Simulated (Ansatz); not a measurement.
# Resistivity from frozen vibrations: Pt(111) with 4 thermally displaced layers, 2x2, part 2 of 2

How much do lattice vibrations at 800 K scatter the electrons of Pt? Layers with random displacements are laid between perfect leads, and the resistance is followed against their length.

Ansatz 0.2.0; Ansatz plane-wave DFT, PBE, PAW files; ballistic transport by layer matching (Landauer), zero bias; PAW set soft_1.

So far, open channels per spin nearest the Fermi level: step 2 (with 4 displaced layers) 6.89.

## Step 3: With 8 displaced layers

Each atom of 8 layers is moved at random, by amounts drawn from a normal law 0.1019 Å wide in each direction from the Debye model (240 K) at 800 K. A fresh draw is used; the growth of the resistance with length is what counts.

System of this step: Pt(111) with 8 thermally displaced layers, 2x2. The cell holds 56 atoms: 56 Pt. Its edges and angles: a = 5.546 Å, b = 5.546 Å, c = 31.740 Å, α = 87.5°, β = 92.5°, γ = 120.0°. It derives from Pt. Regions: lead, 24 atoms (24 Pt); scattering region, 32 atoms (32 Pt). The structure is stacked along c, and the current runs across the ab planes.

File input.yaml:

```yaml
crystal:
  lattice:
    - [5.5462627489, 0.0, 0.0]
    - [-2.7731313745, 4.8032044366, 0.0]
    - [-1.3865656872, 0.8005340728, 31.6995319999]
  atoms:
    - { symbol: Pt, position: [0.005952381, 0.994047619, 0.0357142857] }
    - { symbol: Pt, position: [0.005952381, 0.494047619, 0.0357142857] }
    - { symbol: Pt, position: [0.505952381, 0.994047619, 0.0357142857] }
    - { symbol: Pt, position: [0.505952381, 0.494047619, 0.0357142857] }
    - { symbol: Pt, position: [0.1845238095, 0.3154761905, 0.1071428571] }
    - { symbol: Pt, position: [0.1845238095, 0.8154761905, 0.1071428571] }
    - { symbol: Pt, position: [0.6845238095, 0.3154761905, 0.1071428571] }
    - { symbol: Pt, position: [0.6845238095, 0.8154761905, 0.1071428571] }
    - { symbol: Pt, position: [0.3630952381, 0.1369047619, 0.1785714286] }
    - { symbol: Pt, position: [0.3630952381, 0.6369047619, 0.1785714286] }
    - { symbol: Pt, position: [0.8630952381, 0.1369047619, 0.1785714286] }
    - { symbol: Pt, position: [0.8630952381, 0.6369047619, 0.1785714286] }
    - { symbol: Pt, position: [0.0409251336, 0.9702377593, 0.2487779436] }
    - { symbol: Pt, position: [0.0598332113, 0.4794087198, 0.2482506732] }
    - { symbol: Pt, position: [0.5820769643, 0.9921664989, 0.2534691369] }
    - { symbol: Pt, position: [0.5759263112, 0.4803970395, 0.2572483519] }
    - { symbol: Pt, position: [0.2239986164, 0.2794829593, 0.3233675638] }
    - { symbol: Pt, position: [0.1865995395, 0.7472792982, 0.3185929124] }
    - { symbol: Pt, position: [0.7312794633, 0.2906223569, 0.3164891722] }
    - { symbol: Pt, position: [0.6821742151, 0.7731547837, 0.320823969] }
    - { symbol: Pt, position: [0.4056863611, 0.1147769554, 0.3968078495] }
    - { symbol: Pt, position: [0.4089654182, 0.6147772317, 0.3893360651] }
    - { symbol: Pt, position: [0.8800569321, 0.1058468187, 0.3949940373] }
    - { symbol: Pt, position: [0.918863019, 0.6133470552, 0.3953782644] }
    - { symbol: Pt, position: [0.0732794917, 0.885834669, 0.4619253685] }
    - { symbol: Pt, position: [0.0912644846, 0.43608943, 0.4594243313] }
    - { symbol: Pt, position: [0.5941561844, 0.9134324778, 0.4635384678] }
    - { symbol: Pt, position: [0.5895973922, 0.4392926782, 0.4596782376] }
    - { symbol: Pt, position: [0.2745492758, 0.2461006555, 0.5332361173] }
    - { symbol: Pt, position: [0.2273576475, 0.6980156411, 0.5336321896] }
    - { symbol: Pt, position: [0.7515969645, 0.2291787868, 0.5346597231] }
    - { symbol: Pt, position: [0.754315745, 0.7445272703, 0.5389956366] }
    - { symbol: Pt, position: [0.4315969746, 0.0596715812, 0.6088746036] }
    - { symbol: Pt, position: [0.4693208364, 0.557928978, 0.6087917274] }
    - { symbol: Pt, position: [0.9201680192, 0.093671483, 0.6092627777] }
    - { symbol: Pt, position: [0.9578290292, 0.5647818293, 0.603790201] }
    - { symbol: Pt, position: [0.1369071785, 0.903357782, 0.6757838951] }
    - { symbol: Pt, position: [0.0907026384, 0.3965262593, 0.6780204026] }
    - { symbol: Pt, position: [0.6542947673, 0.8741549372, 0.6768720988] }
    - { symbol: Pt, position: [0.5929189659, 0.3520520748, 0.6757130103] }
    - { symbol: Pt, position: [0.3201625136, 0.2058717699, 0.7480440283] }
    - { symbol: Pt, position: [0.2748062549, 0.7202972531, 0.7521164295] }
    - { symbol: Pt, position: [0.7924137791, 0.1999115648, 0.7509823059] }
    - { symbol: Pt, position: [0.7917884547, 0.6935528944, 0.7520008014] }
    - { symbol: Pt, position: [0.4702380952, 0.0297619048, 0.8214285714] }
    - { symbol: Pt, position: [0.4702380952, 0.5297619048, 0.8214285714] }
    - { symbol: Pt, position: [0.9702380952, 0.0297619048, 0.8214285714] }
    - { symbol: Pt, position: [0.9702380952, 0.5297619048, 0.8214285714] }
    - { symbol: Pt, position: [0.1488095238, 0.8511904762, 0.8928571429] }
    - { symbol: Pt, position: [0.1488095238, 0.3511904762, 0.8928571429] }
    - { symbol: Pt, position: [0.6488095238, 0.8511904762, 0.8928571429] }
    - { symbol: Pt, position: [0.6488095238, 0.3511904762, 0.8928571429] }
    - { symbol: Pt, position: [0.3273809524, 0.1726190476, 0.9642857143] }
    - { symbol: Pt, position: [0.3273809524, 0.6726190476, 0.9642857143] }
    - { symbol: Pt, position: [0.8273809524, 0.1726190476, 0.9642857143] }
    - { symbol: Pt, position: [0.8273809524, 0.6726190476, 0.9642857143] }
kpoints:
  mp_grid: { grid: [5, 5, 1] }
hamiltonian:
  xc: pbe
  pseudopotentials: { kind: paw, azcp: { folder: soft_1 } }
scf:
  occupations: { method: fermi_dirac, width: 0.1 }
output:
  transmission:
    leads: [[0, 4]]
    kmesh: [10, 10]
    e_range: [-0.05, 0.05]
    de: 0.05
  write_potential: true
  write_density: true
  volumetric_format: npy
```

Run with:

```
ansatz run input.yaml --threads 4 --pin off --max-ram 15360MiB --backend cpu --events-out ev --progress --plain --runs-dir out
```

Numbers of over 12 decimals in the logs are rounded to 6 here.

What it wrote:

```text
[...]
Crystal: 56 atoms, lattice volume = 844.470 Å³
Basis set: ecut = 420 eV, 16521 PW (Γ)
Bands: 605, of which v1, the nominal top of the filled ones, is band 504 counted from 1 (503 counted from 0)
Symmetry: 1 space group operations
[...]
k-points: 13 of 25 (time reversal used)
[...]
SCF iter   1: F=—  HF=-701396.096238 eV  |F-HF|=—  |Δ(HF+E_count)|=         —  Δρ=8.53e-2  dr2=6.13e1  ethr=3.10e-3  ⟨swp⟩=4.5  Hψ=22923  notcnv=0  defer=404
[...]
SCF iter   9: F=-701378.010386 eV  HF=-701378.010386 eV  |F-HF|=3.75e-8  |Δ(HF+E_count)|=   7.85e-8  Δρ=1.40e-6  dr2=4.64e-8  ethr=9.92e-12  ⟨swp⟩=7.8  Hψ=24400  notcnv=0
SCF 1 converged in 9 iterations: F = -701378.010386 eV  dr2 = 4.64e-8
[...]
transmission: 308 of 3068 steps passed
transmission: 614 of 3068 steps passed
[...]
transmission: 3068 of 3068 steps passed
SCF converged after 9 iterations
Free energy (F): -701378.010386 eV
[...]
Internal energy: -701374.910578 eV  (E = F + TS)
E sigma→0 (E₀):  -701376.460482 eV
Entropy (-TS):   -3.099807 eV (-55.354 meV/atom)
Fermi energy:    23.446102 eV
[...]
--- Band table (eV; the first three rows and the last of 13) ---
  k-point 0: bands = [... 500 lower, 23.6136, 23.6240, 23.6487, 23.6550, 23.6654, 23.6852, 23.6893, 23.7159, ... 97 higher]
  k-point 1: bands = [... 500 lower, 23.4372, 23.4414, 23.4520, 23.4784, 23.4851, 23.5099, 23.5397, 23.5538, ... 97 higher]
  k-point 2: bands = [... 500 lower, 23.4036, 23.4325, 23.4459, 23.4746, 23.4830, 23.4997, 23.5227, 23.5414, ... 97 higher]
  k-point 12: bands = [... 500 lower, 23.3451, 23.3770, 23.3934, 23.4240, 23.4271, 23.4395, 23.4766, 23.4943, ... 97 higher]
--- Transmission ---
  basis      : 241 plane waves across, 59 finite elements along
  points     : 52, standing for a mesh of 10 x 10
[...]
channels       : 6.890000e0 a spin
[...]
junction   : crystal 0 to crystal 0, 0.70 to 30.13 Å
    transmission   : 3.519724e0 a spin
[...]
```

The job ended after 15 min (4 threads of Arm Neoverse V1, shared host; peak memory 9.6 GiB; 60 min of CPU time).

Numbers from this step:

* free energy: -701378.0104 eV
* energy at zero smearing: -701376.4605 eV
* Fermi energy: 23.45 eV
* transmission per spin nearest the Fermi level: 3.520
* step of the lead's potential: 7.9 meV

Per spin. The transmission, zone mean by energy, zero at the Fermi level:

```
energy (eV)  transmission, zone mean
    -0.0500                     3.66
     0.0000                     3.52
     0.0500                     3.39
```

Over the solved energies the transmission per spin lies between 3.39 and 3.66, out of 6.75 channels of the lead on average (up to 7.16).

## Step 4: With 12 displaced layers

Each atom of 12 layers is moved at random, by amounts drawn from a normal law 0.1019 Å wide in each direction from the Debye model (240 K) at 800 K. A fresh draw is used; the growth of the resistance with length is what counts.

System of this step: Pt(111) with 12 thermally displaced layers, 2x2. The cell holds 72 atoms: 72 Pt. Its edges and angles: a = 5.546 Å, b = 5.546 Å, c = 40.757 Å, α = 90.0°, β = 90.0°, γ = 120.0°. It derives from Pt. Regions: lead, 24 atoms (24 Pt); scattering region, 48 atoms (48 Pt). The structure is stacked along c, and the current runs across the ab planes.

File input.yaml:

```yaml
crystal:
  lattice:
    - [5.5462627489, 0.0, 0.0]
    - [-2.7731313745, 4.8032044366, 0.0]
    - [0.0, 0.0, 40.7565411427]
  atoms:
    - { symbol: Pt, position: [0.0, 0.0, 0.0277777778] }
    - { symbol: Pt, position: [0.0, 0.5, 0.0277777778] }
    - { symbol: Pt, position: [0.5, 0.0, 0.0277777778] }
    - { symbol: Pt, position: [0.5, 0.5, 0.0277777778] }
    - { symbol: Pt, position: [0.1666666667, 0.3333333333, 0.0833333333] }
    - { symbol: Pt, position: [0.1666666667, 0.8333333333, 0.0833333333] }
    - { symbol: Pt, position: [0.6666666667, 0.3333333333, 0.0833333333] }
    - { symbol: Pt, position: [0.6666666667, 0.8333333333, 0.0833333333] }
    - { symbol: Pt, position: [0.3333333333, 0.1666666667, 0.1388888889] }
    - { symbol: Pt, position: [0.3333333333, 0.6666666667, 0.1388888889] }
    - { symbol: Pt, position: [0.8333333333, 0.1666666667, 0.1388888889] }
    - { symbol: Pt, position: [0.8333333333, 0.6666666667, 0.1388888889] }
    - { symbol: Pt, position: [0.9474545041, 0.972649526, 0.1936844817] }
    - { symbol: Pt, position: [0.9856545342, 0.4752964704, 0.195266433] }
    - { symbol: Pt, position: [0.5241822194, 0.0095703416, 0.1950058929] }
    - { symbol: Pt, position: [0.5195098747, 0.5085815365, 0.1915878466] }
    - { symbol: Pt, position: [0.1766441663, 0.3607326517, 0.2471556511] }
    - { symbol: Pt, position: [0.1636831852, 0.8250769257, 0.2477544716] }
    - { symbol: Pt, position: [0.6491512865, 0.3354767949, 0.2507885506] }
    - { symbol: Pt, position: [0.657003932, 0.8026512502, 0.2492779865] }
    - { symbol: Pt, position: [0.3497306794, 0.1867559789, 0.3072372015] }
    - { symbol: Pt, position: [0.3602540742, 0.6899456519, 0.3076158204] }
    - { symbol: Pt, position: [0.8189694973, 0.167898173, 0.3037723107] }
    - { symbol: Pt, position: [0.7717405704, 0.6310016534, 0.3107790186] }
    - { symbol: Pt, position: [0.9556829733, 0.9524271747, 0.3596486597] }
    - { symbol: Pt, position: [0.0274588279, 0.4990460898, 0.3621315473] }
    - { symbol: Pt, position: [0.4941498742, 0.9982340513, 0.3642784382] }
    - { symbol: Pt, position: [0.5137115313, 0.4981699193, 0.3633406591] }
    - { symbol: Pt, position: [0.1840851677, 0.3286830811, 0.417341776] }
    - { symbol: Pt, position: [0.1642463389, 0.8191534624, 0.4195445079] }
    - { symbol: Pt, position: [0.6570251135, 0.3201894681, 0.412476241] }
    - { symbol: Pt, position: [0.6595977279, 0.8656996818, 0.4138158713] }
    - { symbol: Pt, position: [0.3373314787, 0.1588765819, 0.4735008272] }
    - { symbol: Pt, position: [0.3361651277, 0.6501954995, 0.4714923969] }
    - { symbol: Pt, position: [0.836374264, 0.1690971344, 0.4721509317] }
    - { symbol: Pt, position: [0.8342543447, 0.6800214343, 0.4755157134] }
    - { symbol: Pt, position: [0.0020798097, 0.9842957613, 0.5287678707] }
    - { symbol: Pt, position: [0.0060202111, 0.5097948107, 0.5323909159] }
    - { symbol: Pt, position: [0.4959465243, 0.9997559519, 0.5255607134] }
    - { symbol: Pt, position: [0.4886523886, 0.4879237998, 0.5317782505] }
    - { symbol: Pt, position: [0.1661848206, 0.3211984103, 0.5881580839] }
    - { symbol: Pt, position: [0.1513988162, 0.8516075328, 0.5858745114] }
    - { symbol: Pt, position: [0.6744425305, 0.327792221, 0.5830097736] }
    - { symbol: Pt, position: [0.6686950377, 0.8500122133, 0.5775097259] }
    - { symbol: Pt, position: [0.3255510864, 0.1698906103, 0.6374356508] }
    - { symbol: Pt, position: [0.2973584288, 0.6615143393, 0.6370005499] }
    - { symbol: Pt, position: [0.8628634864, 0.1963167004, 0.6390623782] }
    - { symbol: Pt, position: [0.7957118309, 0.6625038888, 0.6365780538] }
    - { symbol: Pt, position: [0.0304768512, 0.0358892526, 0.6952381892] }
    - { symbol: Pt, position: [0.0534661514, 0.5321357563, 0.6961861574] }
    - { symbol: Pt, position: [0.4864087867, 0.0044321727, 0.6910957239] }
    - { symbol: Pt, position: [0.5236816642, 0.5050654166, 0.6981924483] }
    - { symbol: Pt, position: [0.1552470264, 0.2950502641, 0.7519696285] }
    - { symbol: Pt, position: [0.2056045183, 0.8717211496, 0.7479350263] }
    - { symbol: Pt, position: [0.6546618756, 0.3378295974, 0.7477281763] }
    - { symbol: Pt, position: [0.6339271689, 0.8131212077, 0.7568257355] }
    - { symbol: Pt, position: [0.3147036517, 0.1477609243, 0.8047258798] }
    - { symbol: Pt, position: [0.3502258532, 0.6963147046, 0.8081813385] }
    - { symbol: Pt, position: [0.851288405, 0.169789218, 0.8062033879] }
    - { symbol: Pt, position: [0.8085828777, 0.6368713574, 0.810905124] }
    - { symbol: Pt, position: [0.0, 0.0, 0.8611111111] }
    - { symbol: Pt, position: [0.0, 0.5, 0.8611111111] }
    - { symbol: Pt, position: [0.5, 0.0, 0.8611111111] }
    - { symbol: Pt, position: [0.5, 0.5, 0.8611111111] }
    - { symbol: Pt, position: [0.1666666667, 0.3333333333, 0.9166666667] }
    - { symbol: Pt, position: [0.1666666667, 0.8333333333, 0.9166666667] }
    - { symbol: Pt, position: [0.6666666667, 0.3333333333, 0.9166666667] }
    - { symbol: Pt, position: [0.6666666667, 0.8333333333, 0.9166666667] }
    - { symbol: Pt, position: [0.3333333333, 0.1666666667, 0.9722222222] }
    - { symbol: Pt, position: [0.3333333333, 0.6666666667, 0.9722222222] }
    - { symbol: Pt, position: [0.8333333333, 0.1666666667, 0.9722222222] }
    - { symbol: Pt, position: [0.8333333333, 0.6666666667, 0.9722222222] }
kpoints:
  mp_grid: { grid: [5, 5, 1] }
hamiltonian:
  xc: pbe
  pseudopotentials: { kind: paw, azcp: { folder: soft_1 } }
scf:
  occupations: { method: fermi_dirac, width: 0.1 }
output:
  transmission:
    leads: [[0, 4]]
    kmesh: [10, 10]
    e_range: [-0.05, 0.05]
    de: 0.05
  write_potential: true
  write_density: true
  volumetric_format: npy
```

What it wrote:

```text
[...]
Crystal: 72 atoms, lattice volume = 1085.747 Å³
Basis set: ecut = 420 eV, 21305 PW (Γ)
Bands: 778, of which v1, the nominal top of the filled ones, is band 648 counted from 1 (647 counted from 0)
Symmetry: 1 space group operations
[...]
k-points: 13 of 25 (time reversal used)
[...]
SCF iter   1: F=—  HF=-901792.063796 eV  |F-HF|=—  |Δ(HF+E_count)|=         —  Δρ=8.55e-2  dr2=7.73e1  ethr=3.10e-3  ⟨swp⟩=4.5  Hψ=29470  notcnv=0  defer=533
[...]
SCF iter   9: F=-901768.868822 eV  HF=-901768.868822 eV  |F-HF|=3.42e-8  |Δ(HF+E_count)|=   3.73e-8  Δρ=1.45e-6  dr2=4.79e-8  ethr=7.72e-12  ⟨swp⟩=8.1  Hψ=32010  notcnv=0
SCF 1 converged in 9 iterations: F = -901768.868822 eV  dr2 = 4.79e-8
[...]
transmission: 401 of 4004 steps passed
transmission: 801 of 4004 steps passed
[...]
transmission: 4004 of 4004 steps passed
SCF converged after 9 iterations
Free energy (F): -901768.868822 eV
[...]
Internal energy: -901764.927062 eV  (E = F + TS)
E sigma→0 (E₀):  -901766.897942 eV
Entropy (-TS):   -3.941760 eV (-54.747 meV/atom)
Fermi energy:    23.457088 eV
[...]
--- Band table (eV; the first three rows and the last of 13) ---
  k-point 0: bands = [... 644 lower, 23.6260, 23.6345, 23.6468, 23.6497, 23.6627, 23.6740, 23.6862, 23.6959, ... 126 higher]
  k-point 1: bands = [... 644 lower, 23.4522, 23.4588, 23.4802, 23.4863, 23.5164, 23.5259, 23.5416, 23.5530, ... 126 higher]
  k-point 2: bands = [... 644 lower, 23.4185, 23.4430, 23.4713, 23.4771, 23.5076, 23.5190, 23.5300, 23.5442, ... 126 higher]
  k-point 12: bands = [... 644 lower, 23.3869, 23.4135, 23.4266, 23.4372, 23.4450, 23.4540, 23.4687, 23.4844, ... 126 higher]
--- Transmission ---
  basis      : 241 plane waves across, 77 finite elements along
  points     : 52, standing for a mesh of 10 x 10
[...]
channels       : 6.890000e0 a spin
[...]
junction   : crystal 0 to crystal 0, 0.70 to 39.19 Å
    transmission   : 2.519852e0 a spin
[...]
```

It took 27 min on 4 threads; peak memory 8.5 GiB; 1.7 h of CPU time.

This step gave:

| Item | Value |
| --- | --- |
| free energy | -901768.8688 eV |
| energy at zero smearing | -901766.8979 eV |
| Fermi energy | 23.46 eV |
| transmission per spin nearest the Fermi level | 2.520 |
| step of the lead's potential | 20.2 meV |

Per spin. Transmission, zone mean against energy, zero at the Fermi level:

```
energy (eV)  transmission, zone mean
    -0.0500                     2.62
     0.0000                     2.52
     0.0500                     2.48
```

Over the solved energies the transmission per spin lies between 2.48 and 2.62, out of 6.71 channels of the lead on average (up to 7.04).

## Step 5: Resistance against length

This step: Ansatz plane-wave DFT, PBE, PAW files; ballistic transport by layer matching (Landauer), zero bias; resistivity from the slope of the area resistance; PAW set soft_1 (Ansatz 0.2.0).

Numbers from this step:

```
resistivity           : 33.00 µΩ cm
intercept             : -0.07981 fΩ m²
scatter about the fit : 0.03631 fΩ m²
```

Resistance, by row:

```
run  length (Å)      T  channels N  RA (fΩ m²)
 n4       9.057  4.561       6.753      0.2447
 n8       18.11  3.524       6.753      0.4666
n12       27.17  2.538       6.713      0.8425
```

Table of area resistance by length of the displaced region:

```
length of the displaced region (Å)  area resistance (fΩ m²)
                              9.06                    0.245
                             18.11                    0.467
                             27.17                    0.842
```

The area resistance goes from 0.24 to 0.84 fΩ m² between 9.1 and 27.2 Å, a slope of 33 µΩ cm.

By hand from the end points: (0.8425 − 0.2447) fΩ m² / (27.17 − 9.06) Å = 33 µΩ cm, since 1 fΩ m² per Å is 1000 µΩ cm.

## Step 6: Outcome

| Item | Value |
| --- | --- |
| resistivity from the slope | 33.0 µΩ cm |
| area resistance over 9.06 Å | 0.245 fΩ m² |
| area resistance over 18.1 Å | 0.467 fΩ m² |
| area resistance over 27.2 Å | 0.842 fΩ m² |

**Reading.** The slope gives 33 µΩ cm. The points scatter by 0.036 fΩ m² about the line, with one random draw a length in a 2x2 cell, so the slope is a rough value. The mean square of the displacements drawn is 0.78, 0.91 and 1.0 of the nominal one at the three lengths; with each resistance scaled back by that, the slope is 28 µΩ cm, the value used below. Read with a model of isotropic scattering on a spherical Fermi surface and the lead's 2.0×10¹⁵ S/m², this slope means a mean free path near 14 Å; over these lengths the model's slope is within 3 % of its bulk resistivity. Uncorrelated displacements put too much weight on short waves, which scatter strongly; with the sideways repeat of a small cell, one draw and three short lengths, the method is good to a factor of two or three. Spin-orbit coupling is left out, which matters for Pt.

[Logs are printed without paths, hosts, clocks, repeated set-up lines and the standing remarks that a program may print on its own settings, such as how far it seeks lower states.]

[Hosts, paths, dates, database ids (printed as entryN), source tags and the programs' standing remarks are cut or masked in the printed files.]
